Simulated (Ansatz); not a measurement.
# Cl-CC-Cl chair monolayer in a perpendicular field, part 4 of 4

What dipole does a perpendicular field induce in the Cl-CC-Cl chair monolayer, and does the gap follow? A positive field points along +c.

Ansatz 0.2.0; plane-wave DFT, PBEsol-D3(BJ), Ansatz PAW (the session's first sound run).

So far. Step 17 (Same geometry, cutoff 420 eV, functional PBE (run 2)): The dipole is -0.0214 e·Å. Step 18 (Response at this level): The induced dipole is that of a conductor 5.46 Å thick.

## (19) Same geometry, cutoff 500 eV, functional r2SCAN

This step: plane-wave DFT, r2SCAN, Ansatz PAW (Ansatz 0.2.0).

The geometry is kept and the functional is r2SCAN; other changes against the main runs: SCF threshold 1.0e-10 → 1.0e-09 eV, cutoff 420 → 500, k-mesh 24×24×1 → 12×12×1 and no dispersion term, which doesn't act on the electrons.

Input file input.yaml:

```yaml
crystal:
  lattice:
    - [2.8597829194, 0.0, 0.0]
    - [-1.4298914597, 2.4766446576, 0.0]
    - [0.0, 0.0, 21.9858043131]
  atoms:
    - { symbol: Cl, position: [0.6666666667, 0.3333333333, 0.4093550489] }
    - { symbol: C, position: [0.6666666667, 0.3333333333, 0.4886703482] }
    - { symbol: C, position: [0.3333333333, 0.6666666667, 0.5113296518] }
    - { symbol: Cl, position: [0.3333333333, 0.6666666667, 0.5906449511] }
kpoints:
  mp_grid: { grid: [12, 12, 1] }
hamiltonian:
  xc: r2scan
scf:
  occupations: { method: fermi_dirac, width: 0.05 }
  convergence: { dr2_threshold: 1.0e-09 }
efield:
  axis: 3
  dipole_correction: true
  ramp_position: 0.97
  ramp_width: 0.06
  amplitude: 0.1
output:
  write_potential: true
  write_density: true
  volumetric_format: npy
```

Started as:

```console
ansatz run input.yaml --threads 2 --pin off --max-ram 3072MiB --backend cpu --events-out ev --progress --plain --runs-dir out
```

Numbers of over 12 decimals in the logs are rounded to 6 here.

Output:

```text
[...]
Crystal: 4 atoms, lattice volume = 155.718 Å³
Basis set: ecut = 500 eV, 3933 PW (Γ), exchange–correlation on 96×96×648 points (64 copies of the dense FFT grid, shifted against one another)
Bands: 15, of which v1, the nominal top of the filled ones, is band 11 counted from 1 (10 counted from 0)
Symmetry: 6 space group operations
k-points: 19 of 144 (time reversal used)
[...]
--- Band table (eV; the first three rows and the last of 19) ---
  k-point 0: bands = [... 7 lower, -1.2094, -1.2094, 0.1232, 0.1232, 1.8407, 2.2567, 3.3990, 3.9710]
  k-point 1: bands = [... 7 lower, -1.6921, -1.2873, -0.4121, 0.0086, 2.0263, 2.6799, 3.5078, 4.0899]
  k-point 2: bands = [... 7 lower, -2.7978, -1.6930, -1.5216, -0.2893, 2.3995, 2.8982, 3.8281, 4.5569]
  k-point 18: bands = [... 7 lower, -5.8341, -4.6803, -4.6520, -4.4021, 4.5251, 4.5603, 5.6482, 7.3146]
[key lines of the parts left out:]
SCF converged after 13 iterations
Free energy (F): -2667.605985 eV
Fermi energy:    1.000959 eV
Dipole field:    D = 0.024615 V/Å  (p = 0.021183 e·Å, saw-weighted, corrected)
```

Run time: 22 s. Hardware: 2 threads of Arm Neoverse N1, shared host; peak memory 0.6 GiB; 39 s of CPU time.

The dipole is 0.0212 e·Å.

## (20) Same geometry, cutoff 500 eV, functional r2SCAN (run 2)

The same run in the opposite field.

input.yaml, as its differences from that of step 19:

```diff
@@ -22,3 +22,3 @@
   ramp_width: 0.06
-  amplitude: 0.1
+  amplitude: -0.1
 output:
```

Output:

```text
[...]
Crystal: 4 atoms, lattice volume = 155.718 Å³
Basis set: ecut = 500 eV, 3933 PW (Γ), exchange–correlation on 96×96×648 points (64 copies of the dense FFT grid, shifted against one another)
Bands: 15, of which v1, the nominal top of the filled ones, is band 11 counted from 1 (10 counted from 0)
Symmetry: 6 space group operations
k-points: 19 of 144 (time reversal used)
[...]
--- Band table (eV; the first three rows and the last of 19) ---
  k-point 0: bands = [... 7 lower, -1.2094, -1.2094, 0.1232, 0.1232, 1.8407, 2.2567, 3.3990, 3.9711]
  k-point 1: bands = [... 7 lower, -1.6921, -1.2873, -0.4121, 0.0086, 2.0263, 2.6799, 3.5079, 4.0901]
  k-point 2: bands = [... 7 lower, -2.7978, -1.6930, -1.5216, -0.2893, 2.3995, 2.8982, 3.8281, 4.5570]
  k-point 18: bands = [... 7 lower, -5.8341, -4.6803, -4.6521, -4.4021, 4.5251, 4.5603, 5.6482, 7.3146]
[key lines of the parts left out:]
SCF converged after 12 iterations
Free energy (F): -2667.605985 eV
Fermi energy:    1.000961 eV
Dipole field:    D = -0.024599 V/Å  (p = -0.021169 e·Å, saw-weighted, corrected)
```

The job ended after 19 s (2 threads; peak memory 0.61 GiB).

The dipole is -0.0212 e·Å.

## (21) Response at this level

This step: plane-wave DFT, r2SCAN, Ansatz PAW; response to a field along the normal, atoms held (Ansatz 0.2.0).

The induced dipole is that of a conductor 5.41 Å thick.

## (22) Same geometry, cutoff 420 eV, functional HSE06

This step: plane-wave DFT, HSE06, Ansatz PAW (Ansatz 0.2.0).

The geometry is kept and the functional is HSE06; other changes against the main runs: SCF threshold 1.0e-10 → 1.0e-09 eV, k-mesh 24×24×1 → 12×12×1 and no dispersion term, which doesn't act on the electrons.

input.yaml, as its differences from that of step 20:

```diff
@@ -13,3 +13,3 @@
 hamiltonian:
-  xc: r2scan
+  xc: hse06
 scf:
@@ -22,3 +22,3 @@
   ramp_width: 0.06
-  amplitude: -0.1
+  amplitude: 0.1
 output:
```

Output:

```text
[...]
Crystal: 4 atoms, lattice volume = 155.718 Å³
Basis set: ecut = 420 eV, 3085 PW (Γ)
Bands: 15, of which v1, the nominal top of the filled ones, is band 11 counted from 1 (10 counted from 0)
Symmetry: 6 space group operations
k-points: 19 of 144 (time reversal used)
[...]
k-point 0: bands = [... 7 lower, -1.7738, -1.7738, -0.4138, -0.4138, 2.1721, 2.7699]
  k-point 1: bands = [... 7 lower, -2.2795, -1.8630, -0.9691, -0.5324, 2.3362, 3.2072]
  k-point 2: bands = [... 7 lower, -3.4377, -2.3104, -2.1205, -0.8419, 2.7391, 3.3404]
  k-point 18: bands = [... 7 lower, -6.6799, -5.3884, -5.3608, -5.1463, 5.1265, 5.1646]
  guard bands above this table: 2 of the run's 15 bands. The solve was not asked for them (output.publish_guard_bands: true or output.eigenvalues: true publishes all)
[key lines of the parts left out:]
Free energy (F): -2659.047634 eV
Fermi energy:    0.897415 eV
Dipole field:    D = 0.024418 V/Å  (p = 0.021013 e·Å, saw-weighted, corrected)
```

It took 3.4 min on 2 threads; peak memory 2.1 GiB.

The dipole is 0.0210 e·Å.

## (23) Same geometry, cutoff 420 eV, functional HSE06 (run 2)

The same run in the opposite field.

input.yaml, as its differences from that of step 22:

```diff
@@ -22,3 +22,3 @@
   ramp_width: 0.06
-  amplitude: 0.1
+  amplitude: -0.1
 output:
```

Output:

```text
[...]
Crystal: 4 atoms, lattice volume = 155.718 Å³
Basis set: ecut = 420 eV, 3085 PW (Γ)
Bands: 15, of which v1, the nominal top of the filled ones, is band 11 counted from 1 (10 counted from 0)
Symmetry: 6 space group operations
k-points: 19 of 144 (time reversal used)
[...]
--- Band table (eV; the first three rows and the last of 19) ---
  k-point 0: bands = [... 7 lower, -1.7738, -1.7738, -0.4138, -0.4138, 2.1721, 2.7699]
  k-point 1: bands = [... 7 lower, -2.2795, -1.8631, -0.9692, -0.5324, 2.3362, 3.2071]
  k-point 2: bands = [... 7 lower, -3.4377, -2.3104, -2.1206, -0.8419, 2.7390, 3.3404]
  k-point 18: bands = [... 7 lower, -6.6799, -5.3884, -5.3608, -5.1463, 5.1265, 5.1646]
[...]
[key lines of the parts left out:]
Free energy (F): -2659.047634 eV
Fermi energy:    0.897392 eV
Dipole field:    D = -0.024423 V/Å  (p = -0.021018 e·Å, saw-weighted, corrected)
```

Run time: 3.1 min. Hardware: 2 threads; peak memory 2.1 GiB.

The dipole is -0.0210 e·Å.

## (24) Comparing the runs

Times are for 2 threads of Arm Neoverse N1, shared host. The runs compared:

| no. | functional | field | dipole along the normal (e·Å) | time | memory (GiB) |
| --- | --- | --- | --- | --- | --- |
| 1 | lda | 0.1 V/Å | 0.02141 | 8 s | 0.31 |
| 2 | lda | -0.1 V/Å | -0.02141 | 7.7 s | 0.31 |
| 3 | pbe | 0.1 V/Å | 0.02135 | 7.8 s | 0.31 |
| 4 | pbe | -0.1 V/Å | -0.02136 | 8.3 s | 0.31 |
| 5 | r2scan | 0.1 V/Å | 0.02118 | 22 s | 0.6 |
| 6 | r2scan | -0.1 V/Å | -0.02117 | 19 s | 0.61 |
| 7 | hse06 | 0.1 V/Å | 0.02101 | 3.4 min | 2.1 |
| 8 | hse06 | -0.1 V/Å | -0.02102 | 3.1 min | 2.1 |

## (25) Response at this level

This step: plane-wave DFT, HSE06, Ansatz PAW; response to a field along the normal, atoms held (Ansatz 0.2.0).

The induced dipole is that of a conductor 5.37 Å thick.

## (26) A changed input

This step: plane-wave DFT, PBEsol-D3(BJ), Ansatz PAW (Ansatz 0.2.0).

An input spoilt on purpose, to show how the run answers: it repeats the earlier run at 0.1 V/Å with efield.axis from 3 to 2, and scf.max_iter set to 75.

input.yaml, the sections that differ from step 23:

```yaml
kpoints:
  mp_grid: { grid: [24, 24, 1] }
  band_path:
    path: [[0, 0, 0], [0.5, 0, 0], [0.33333333, 0.33333333, 0], [0, 0, 0]]
    npoints: 16
hamiltonian:
  xc: pbesol
  dispersion: d3bj
scf:
  occupations: { method: fermi_dirac, width: 0.05 }
  convergence: { dr2_threshold: 1.0e-10 }
  max_iter: 75
efield:
  axis: 2
  dipole_correction: true
  ramp_position: 0.97
  ramp_width: 0.06
  amplitude: 0.1
# crystal, output: as in step 23
```

Output:

```text
[...]
Crystal: 4 atoms, lattice volume = 155.718 Å³
Basis set: ecut = 420 eV, 3085 PW (Γ)
Bands: 15, of which v1, the nominal top of the filled ones, is band 11 counted from 1 (10 counted from 0)
Symmetry: 2 space group operations
k-points: 157 of 576 (time reversal used)
[...]
SCF iter   1: F=—  HF=-2613.182788 eV  |F-HF|=—  |Δ(HF+E_count)|=         —  Δρ=3.42e-2  dr2=1.19e0  ethr=3.10e-3  p=0.022 e·Å  D=2.56e-2 V/Å  ΔV_dip=-0.06 eV  dr2_dipole=8.67e-6  V_vac-E_F(+/−)=0.96/1.18 eV  ⟨swp⟩=8.7  Hψ=17489  notcnv=0
[...]
SCF iter  13: F=-2612.851973 eV  HF=-2612.851973 eV  |F-HF|=6.78e-11  |Δ(HF+E_count)|=  4.09e-12  Δρ=1.38e-7  dr2=7.92e-11  ethr=1.00e-12  p=0.017 e·Å  D=1.98e-2 V/Å  ΔV_dip=-0.05 eV  dr2_dipole=1.60e-15  V_vac-E_F(+/−)=-0.37/-0.16 eV  ⟨swp⟩=3.8  Hψ=6292  notcnv=0
the search or the solves at the SCF's close seem to have found levels that the self-consistency loop had missed (the run counts 1). By its estimate they hold under 1e-12 electrons; where the run keeps them, the occupations were computed again with them
WARN: efield: at this solve's end the planar-averaged density reaches 1.83e-1 e/Å³ inside the ramp window [0.5662, 0.4338] (bound 1e-5 e/Å³); the window's nearer edge stands 0.00 Å from this solve's nearest atom along the axis. Its free energy, forces, stress, dipole, levels and responses can be off, and this figure does not tell by how much. The cell may have no vacuum along `efield.axis`. A short vacuum, a low `basis.ecutwfc` or `basis.ecutrho_ratio` and negative occupations (`scf.occupations.method`) can put density there. See the manual's quickstart, § The vacuum guard
SCF 1 converged in 13 iterations: F = -2612.851973 eV  dr2 = 7.92e-11
[...]
SCF converged after 13 iterations
Free energy (F): -2612.851973 eV
[...]
Internal energy: -2612.851973 eV  (E = F + TS)
E sigma→0 (E₀):  -2612.851973 eV
Entropy (-TS):   -0.000000 eV (-0.000 meV/atom)
Fermi energy:    0.998902 eV
Dipole field:    D = 0.019783 V/Å  (p = 0.017024 e·Å, saw-weighted, corrected)
Work function:   not extracted (applied field tilts the vacuum); planar V_es + V_field profile in the machine report
[...]
Vacuum region:   at the solve's end the planar-averaged density reaches 1.83e-1 e/Å³ inside the ramp window [0.5662, 0.4338] (bound 1e-5 e/Å³)
[...]
--- Band table (eV; the first three rows and the last of 157) ---
  k-point 0: bands = [... 7 lower, -0.9482, -0.9481, 0.3240, 0.3240, 1.6408, 2.2461, 3.1026, 4.0096]
  k-point 1: bands = [... 7 lower, -1.0780, -0.9661, 0.1846, 0.2956, 1.6909, 2.3615, 3.1362, 4.0007]
  k-point 2: bands = [... 7 lower, -1.4364, -1.0219, -0.2045, 0.2135, 1.8111, 2.6425, 3.2156, 4.0406]
  k-point 156: bands = [... 7 lower, -5.2473, -4.4550, -3.5329, -2.8573, 3.9090, 4.0279, 5.2654, 5.8978]
```

Run time: 83 s. Hardware: 2 threads; peak memory 0.65 GiB.

The field now lies along an axis in the plane, so the dipole that the program prints is another component and can't be set beside the earlier one.

With this change the program also warns of density in the ramp of the sawtooth; these numbers are not the system's.

## (27) Varying the input

This step: plane-wave DFT, PBEsol-D3(BJ), Ansatz PAW, but for the change named below (Ansatz 0.2.0).

An input spoilt on purpose, to show how the run answers: it repeats the earlier run at 0.1 V/Å with hamiltonian.xc from pbesol to gga, and scf.max_iter set to 75.

input.yaml, as its differences from that of step 26:

```diff
@@ -16,3 +16,3 @@
 hamiltonian:
-  xc: pbesol
+  xc: gga
   dispersion: d3bj
@@ -23,3 +23,3 @@
 efield:
-  axis: 2
+  axis: 3
   dipole_correction: true
```

Output:

```text
Error: YAML parse error: error: line 17 column 7: hamiltonian.xc: unknown variant `gga`, expected one of `lda`, `lda-pw`, `pw92`, `pbe`, `pbesol`, `rpbe`, `revpbe`, `blyp`, `pbe0`, `revpbe0`, `b3lyp`, `b3lyp5`, `hse06`, `wpbeh`, `hiss`, `lc_wpbe`, `cam_b3lyp`, `hf`, `r2scan`, `r2scanh`, `r2scan0`, `r2scan50`, `mr2scan`
  --> <input>:17:7
   |
15 |     npoints: 16
16 | hamiltonian:
17 |   xc: gga
   |       ^ hamiltonian.xc: unknown variant `gga`, expected one of `lda`, `lda-pw`, `pw92`, `pbe`, `pbesol`, `rpbe`, `revpbe`, `blyp`, `pbe0`, `revpbe0`, `b3lyp`, `b3lyp5`, `hse06`, `wpbeh`, `hiss`, `lc_wpbe`, `cam_b3lyp`, `hf`, `r2scan`, `r2scanh`, `r2scan0`, `r2scan50`, `mr2scan`
18 |   dispersion: d3bj
19 | scf:
   |
```

The job ended after 0.05 s (2 threads; peak memory 0.06 GiB).

The program refused the input before any cycle.

The program's message: “Error: YAML parse error: error: line 17 column 7: hamiltonian.xc: unknown variant `gga`, expected one of `lda`, `lda-pw`, `pw92`, `pbe`, `pbesol`, `rpbe`, `revpbe`, `blyp`, `pbe0`, `revpbe0`, `b3lyp`, …”

The fault put into the input: an unknown functional.

## (28) Results

```
gap without field                             : 1.32 eV
ionisation energy, upper face                 : 3.65 eV
electron affinity, upper face                 : 2.33 eV
equivalent conductor thickness, atoms held    : 5.46 Å
equivalent conductor thickness, atoms relaxed : 5.54 Å
equivalent conductor thickness, LDA           : 5.47 Å
equivalent conductor thickness, PBE           : 5.46 Å
equivalent conductor thickness, r2SCAN        : 5.41 Å
equivalent conductor thickness, HSE06         : 5.37 Å
```

What this shows: The induced dipole equals that of a perfect conductor 5.46 Å thick, while the outer atoms lie 3.99 Å apart; an out-of-plane ε follows only once a thickness t is chosen, by 1 − 1/ε = 5.46 Å / t. The gap goes from 1.32 eV to 1.26 eV at 0.35 V/Å. Letting the atoms follow the field adds 0.08 Å to the equivalent conductor thickness: the ionic part of the response. Across the functionals the thickness runs from 5.37 to 5.47 Å; those runs use a coarser k-mesh, so they are to be compared with each other. Semilocal functionals give gaps that are too small, and excitons are not included. With this functional, D3(BJ) tends to leave the relaxed cell short of measured lattice constants, by some per cent.

[Logs are printed without paths, hosts, clocks, repeated set-up lines and the standing remarks that a program may print on its own settings, such as how far it seeks lower states.]

[Hosts, paths, dates, database ids (printed as entryN), source tags and the programs' standing remarks are cut or masked in the printed files.]

[Maps of the electrostatic potential energy from Ansatz leave out the sawtooth potential of an applied field or a dipole correction, so their vacuum need not be flat; planar profiles and work functions include it.]
